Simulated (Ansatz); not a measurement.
# InSb wire along [111], 26 atoms a period, H-terminated: bands by functional, part 2 of 2

Aim: is the InSb wire along [111], 26 atoms a period, H-terminated a metal or a semiconductor?

Ansatz 0.2.0; DFT PBE, plane waves, PAW; relaxation of a wire's period; PAW set soft_1 (the session's first sound run).

So far. Step 2 (Relaxing the period): The cell's length comes to 11.406 Å with spin left out.

## 3. The perfect wire

This step: DFT PBE, plane waves, PAW; bands of a perfect wire; PAW set soft_1 (Ansatz 0.2.0).

At the relaxed period the bands are computed along the axis; those that cross an energy going forward count the channels that a perfect wire would open there.

File input.yaml:

```yaml
crystal:
  lattice:
    - [19.083, 0.0, 0.0]
    - [0.0, 18.248, 0.0]
    - [0.0, 0.0, 11.4063975353]
  atoms:
    - { symbol: In, position: [0.380563617, 0.428790043, 0.010486435] }
    - { symbol: In, position: [0.5, 0.645141442, 0.010400781] }
    - { symbol: Sb, position: [0.386935056, 0.432506604, 0.259388294] }
    - { symbol: Sb, position: [0.5, 0.637324139, 0.25932033] }
    - { symbol: Sb, position: [0.613064944, 0.432506604, 0.259388294] }
    - { symbol: H, position: [0.297939165, 0.622701973, 0.276403859] }
    - { symbol: H, position: [0.5, 0.25673302, 0.276422068] }
    - { symbol: H, position: [0.702060835, 0.622701973, 0.276403859] }
    - { symbol: H, position: [0.311546319, 0.386959549, 0.296548649] }
    - { symbol: H, position: [0.5, 0.728337904, 0.296672237] }
    - { symbol: H, position: [0.688453681, 0.386959549, 0.296548649] }
    - { symbol: In, position: [0.368475408, 0.580216346, 0.345932251] }
    - { symbol: In, position: [0.5, 0.341906842, 0.345830883] }
    - { symbol: In, position: [0.631524592, 0.580216346, 0.345932251] }
    - { symbol: Sb, position: [0.37353745, 0.577148475, 0.594134375] }
    - { symbol: Sb, position: [0.5, 0.348045515, 0.594054677] }
    - { symbol: Sb, position: [0.62646255, 0.577148475, 0.594134375] }
    - { symbol: H, position: [0.176907578, 0.581483271, 0.635922368] }
    - { symbol: H, position: [0.23358002, 0.421919694, 0.60249179] }
    - { symbol: H, position: [0.301540563, 0.298556331, 0.602052686] }
    - { symbol: H, position: [0.271586973, 0.752971991, 0.635913854] }
    - { symbol: H, position: [0.405458918, 0.167692532, 0.636357423] }
    - { symbol: H, position: [0.432139774, 0.781383829, 0.60218202] }
    - { symbol: H, position: [0.567860226, 0.781383829, 0.60218202] }
    - { symbol: H, position: [0.594541082, 0.167692532, 0.636357423] }
    - { symbol: H, position: [0.728413027, 0.752971991, 0.635913854] }
    - { symbol: H, position: [0.698459437, 0.298556331, 0.602052686] }
    - { symbol: H, position: [0.76641998, 0.421919694, 0.60249179] }
    - { symbol: H, position: [0.823092422, 0.581483271, 0.635922368] }
    - { symbol: In, position: [0.239234653, 0.512721361, 0.645236008] }
    - { symbol: In, position: [0.379582796, 0.258530928, 0.645296453] }
    - { symbol: In, position: [0.359731339, 0.73106426, 0.645186427] }
    - { symbol: In, position: [0.5, 0.500788327, 0.65651675] }
    - { symbol: In, position: [0.640268661, 0.73106426, 0.645186427] }
    - { symbol: In, position: [0.620417204, 0.258530928, 0.645296453] }
    - { symbol: In, position: [0.760765347, 0.512721361, 0.645236008] }
    - { symbol: Sb, position: [0.259315293, 0.493829046, 0.902431377] }
    - { symbol: Sb, position: [0.373798383, 0.286456851, 0.902345302] }
    - { symbol: Sb, position: [0.385463876, 0.722345571, 0.902353802] }
    - { symbol: Sb, position: [0.5, 0.500869169, 0.912417465] }
    - { symbol: Sb, position: [0.614536124, 0.722345571, 0.902353802] }
    - { symbol: Sb, position: [0.626201617, 0.286456851, 0.902345302] }
    - { symbol: Sb, position: [0.740684707, 0.493829046, 0.902431377] }
    - { symbol: H, position: [0.19098457, 0.449428879, 0.96940992] }
    - { symbol: H, position: [0.248516107, 0.573805494, 0.978639484] }
    - { symbol: H, position: [0.302906349, 0.246665603, 0.969287518] }
    - { symbol: H, position: [0.313856045, 0.691985742, 0.978474315] }
    - { symbol: H, position: [0.38796117, 0.806410416, 0.969369317] }
    - { symbol: H, position: [0.434673531, 0.236685743, 0.978474038] }
    - { symbol: H, position: [0.565326469, 0.236685743, 0.978474038] }
    - { symbol: H, position: [0.61203883, 0.806410416, 0.969369317] }
    - { symbol: H, position: [0.686143955, 0.691985742, 0.978474315] }
    - { symbol: H, position: [0.697093651, 0.246665603, 0.969287518] }
    - { symbol: H, position: [0.751483893, 0.573805494, 0.978639484] }
    - { symbol: H, position: [0.80901543, 0.449428879, 0.96940992] }
    - { symbol: In, position: [0.619436383, 0.428790043, 0.010486435] }
kpoints:
  mp_grid: { grid: [1, 1, 8] }
  band_path: { path: ["Γ", Z], npoints: 90 }
scf:
  occupations: { method: fermi_dirac, width: 0.05 }
hamiltonian:
  xc: pbe
  pseudopotentials: { kind: paw, azcp: { folder: soft_1 } }
output:
  dos: { e_range: [-5, 4] }
  write_potential: true
  write_density: true
  volumetric_format: npy
```

Launch:

```sh
ansatz run input.yaml --threads 4 --pin off --max-ram 16384MiB --backend cpu --events-out ev --progress --plain --runs-dir out
```

Numbers of over 12 decimals in the logs are rounded to 6 here.

Output:

```text
[...]
Crystal: 56 atoms, lattice volume = 3972.011 Å³
Basis set: ecut = 420 eV, 77505 PW (Γ)
Bands: 253, of which v1, the nominal top of the filled ones, is band 197 counted from 1 (196 counted from 0)
Symmetry: 2 space group operations
[...]
k-points: 5 of 8 (time reversal used)
[...]
SCF iter   1: F=—  HF=-157546.064293 eV  |F-HF|=—  |Δ(HF+E_count)|=         —  Δρ=2.65e-2  dr2=3.02e1  ethr=3.10e-3  ⟨swp⟩=7.0  Hψ=5752  notcnv=0  defer=63
[...]
SCF iter  11: F=-157536.887319 eV  HF=-157536.887319 eV  |F-HF|=4.82e-8  |Δ(HF+E_count)|=   2.78e-7  Δρ=8.62e-7  dr2=9.53e-8  ethr=2.54e-11  ⟨swp⟩=17.0  Hψ=6911  notcnv=0
SCF 1 converged in 11 iterations: F = -157536.887319 eV  dr2 = 9.53e-8
[...]
NSCF: frozen V_eff on 91 k-points
WARN: pass on a band path, mesh or list of k-points: the 91 k-points are solved 10 at a time at the most, because the 14.40 GiB of host memory that the pass is priced against does not hold them all with the solver's workspace as planned. The pass can take longer, above all where fewer k-points are solved at a time than the run has threads. As a rule a larger memory budget leaves room for more at once. The budget is what a run with no `--max-ram-frac` typed is planned for, 0.8 of the host's memory or its container's limit. More memory there lifts it, and so does a share over 0.88 that is typed (of such a share the budget is ten elevenths): [rest of the remark cut]
WARN: The output density's exchange-correlation potential varies sharply where the density is thin. Do not read a vacuum level from v_tot or v_xc, or from such a field of the output density. On a cell that repeats whose density bears no net charge and no dipole along the vacuum's axis use v_es (v_loc + v_h of the components); under efield.dipole_correction with no amplitude use v_es + v_field, which holds any externa [...]
SCF converged after 11 iterations
Free energy (F): -157536.887319 eV
[...]
Internal energy: -157536.887319 eV  (E = F + TS)
E sigma→0 (E₀):  -157536.887319 eV
Fermi energy:    -1.554516 eV
[...]
--- Band table (eV; the first three rows and the last of 5) ---
  k-point 0: bands = [... 193 lower, -2.8759, -2.8758, -2.8473, -2.4776, -0.6179, -0.3164, -0.0084, -0.0080, ... 52 higher]
  k-point 1: bands = [... 193 lower, -2.8668, -2.8667, -2.8470, -2.5453, -0.5751, -0.3065, -0.0813, -0.0813, ... 52 higher]
  k-point 2: bands = [... 193 lower, -2.8521, -2.8521, -2.8464, -2.7265, -0.4707, -0.2779, -0.2264, -0.2260, ... 52 higher]
  k-point 4: bands = [... 193 lower, -2.8933, -2.8672, -2.8661, -2.8462, -0.3913, -0.3907, -0.3402, -0.1582, ... 52 higher]
```

It took 71 min on 4 threads of Arm Neoverse V1, shared host; peak memory 12 GiB; 4.7 h of CPU time.

This step gave:

| Quantity | Value |
| --- | --- |
| band gap | 1.860 eV |

Electronic bands along the path, in eV, zero at the Fermi level; v1 is the highest filled band, c1 the lowest empty one:

```
  point     v4     v3     v2     v1    c1    c2    c3    c4
      Γ  -1.32  -1.32  -1.29  -0.92  0.94  1.24  1.55  1.55
halfway  -1.30  -1.30  -1.29  -1.17  1.08  1.28  1.33  1.33
      Z  -1.34  -1.31  -1.31  -1.29  1.16  1.16  1.21  1.40
```

The gap is 1.86 eV, with spin left out.

On this path the gap is direct, 1.86 eV, with the valence top at Γ and the conduction bottom at Γ.

## 4. Levels at the same atoms, cutoff 500 eV, k-mesh 1×1×6

This step: DFT r2SCAN, plane waves, PAW; bands of a perfect wire at the PBE geometry; PAW set soft_1 (Ansatz 0.2.0).

The atoms stay at the PBE geometry and the functional changes. r2SCAN also reads the kinetic-energy density; it often gives larger moments and wider gaps than PBE, at a higher cost. Against the first PBE run of this kind, the cutoff is 500 eV against 420 and the mesh along the wire has 6 points against 8.

input.yaml, as its differences from that of step 3:

```diff
@@ -63,3 +63,3 @@
 kpoints:
-  mp_grid: { grid: [1, 1, 8] }
+  mp_grid: { grid: [1, 1, 6] }
   band_path: { path: ["Γ", Z], npoints: 90 }
@@ -68,8 +68,3 @@
 hamiltonian:
-  xc: pbe
+  xc: r2scan
   pseudopotentials: { kind: paw, azcp: { folder: soft_1 } }
-output:
-  dos: { e_range: [-5, 4] }
-  write_potential: true
-  write_density: true
-  volumetric_format: npy
```

Output:

```text
[...]
Crystal: 56 atoms, lattice volume = 3972.011 Å³
Basis set: ecut = 500 eV, 100927 PW (Γ), exchange–correlation on 576×540×360 points (64 copies of the dense FFT grid, shifted against one another)
Bands: 253, of which v1, the nominal top of the filled ones, is band 197 counted from 1 (196 counted from 0)
Symmetry: 2 space group operations
[...]
k-points: 4 of 6 (time reversal used)
[...]
SCF iter   1: F=—  HF=-157918.324715 eV  |F-HF|=—  |Δ(HF+E_count)|=         —  Δρ=2.54e-2  dr2=2.74e1  dr2_τ=2.89e-1  ethr=3.10e-3  ⟨swp⟩=7.0  Hψ=4649  notcnv=0  defer=58
[...]
SCF iter  11: F=-157912.665531 eV  HF=-157912.665531 eV  |F-HF|=2.66e-8  |Δ(HF+E_count)|=   4.17e-7  Δρ=6.52e-7  dr2=3.79e-8  dr2_τ=6.61e-10  ethr=2.54e-11  ⟨swp⟩=18.5  Hψ=5740  notcnv=0
SCF 1 converged in 11 iterations: F = -157912.665531 eV  dr2 = 3.79e-8
[...]
SCF converged after 11 iterations
Free energy (F): -157912.665531 eV
[...]
Internal energy: -157912.665531 eV  (E = F + TS)
E sigma→0 (E₀):  -157912.665531 eV
Fermi energy:    -1.571400 eV
[...]
--- Band table (eV) ---
  k-point 0: bands = [... 193 lower, -3.0769, -3.0767, -3.0543, -2.6646, -0.4628, -0.1943, 0.0993, 0.1003, ... 52 higher]
  k-point 1: bands = [... 193 lower, -3.0624, -3.0622, -3.0538, -2.7831, -0.3945, -0.1781, -0.0151, -0.0146, ... 52 higher]
  k-point 2: bands = [... 193 lower, -3.0838, -3.0538, -3.0511, -3.0506, -0.2561, -0.1966, -0.1965, -0.1277, ... 52 higher]
  k-point 3: bands = [... 193 lower, -3.1044, -3.0682, -3.0671, -3.0531, -0.2737, -0.2736, -0.2025, -0.0501, ... 52 higher]
```

Wall time 1.8 h (4 threads); peak memory 12 GiB; 7.1 h of CPU time.

This step gave:

```
band gap : 2.202 eV
```

Electronic bands along the path, in eV, zero at the Fermi level; v1 is the highest filled band, c1 the lowest empty one:

| point | v4 | v3 | v2 | v1 | c1 | c2 | c3 | c4 |
| --- | --- | --- | --- | --- | --- | --- | --- | --- |
| Γ | -1.51 | -1.51 | -1.48 | -1.09 | 1.11 | 1.38 | 1.67 | 1.67 |
| halfway | -1.48 | -1.48 | -1.48 | -1.35 | 1.25 | 1.41 | 1.46 | 1.46 |
| Z | -1.53 | -1.50 | -1.50 | -1.48 | 1.30 | 1.30 | 1.37 | 1.52 |

The gap is 2.20 eV, against 1.86 eV under PBE at the relaxed period.

## 5. What came out

```json
{
 "cell length, PBE": "11.41 Å",
 "gap, PBE": "1.86 eV",
 "gap, r2SCAN": "2.20 eV"
}
```

**Reading.** Under PBE the cell's length is 11.41 Å, and a gap of 1.86 eV makes it a semiconductor. At the relaxed period the wire is gapped under every functional, from 1.86 eV (PBE) to 2.20 eV (r2SCAN). Weak screening in one dimension makes quasiparticle gaps larger than the semilocal gaps, as a rule. Plain hydrogen on a compound's surface is a simple closure: it may leave surface states, and facets that end in unlike atoms put a field across the wire, both of which shrink the gap. Spin-orbit coupling is left out, which matters for the bands of heavy atoms.

[Logs are printed without paths, hosts, clocks, repeated set-up lines and the standing remarks that a program may print on its own settings, such as how far it seeks lower states.]

[Hosts, paths, dates, database ids (printed as entryN), source tags and the programs' standing remarks are cut or masked in the printed files.]
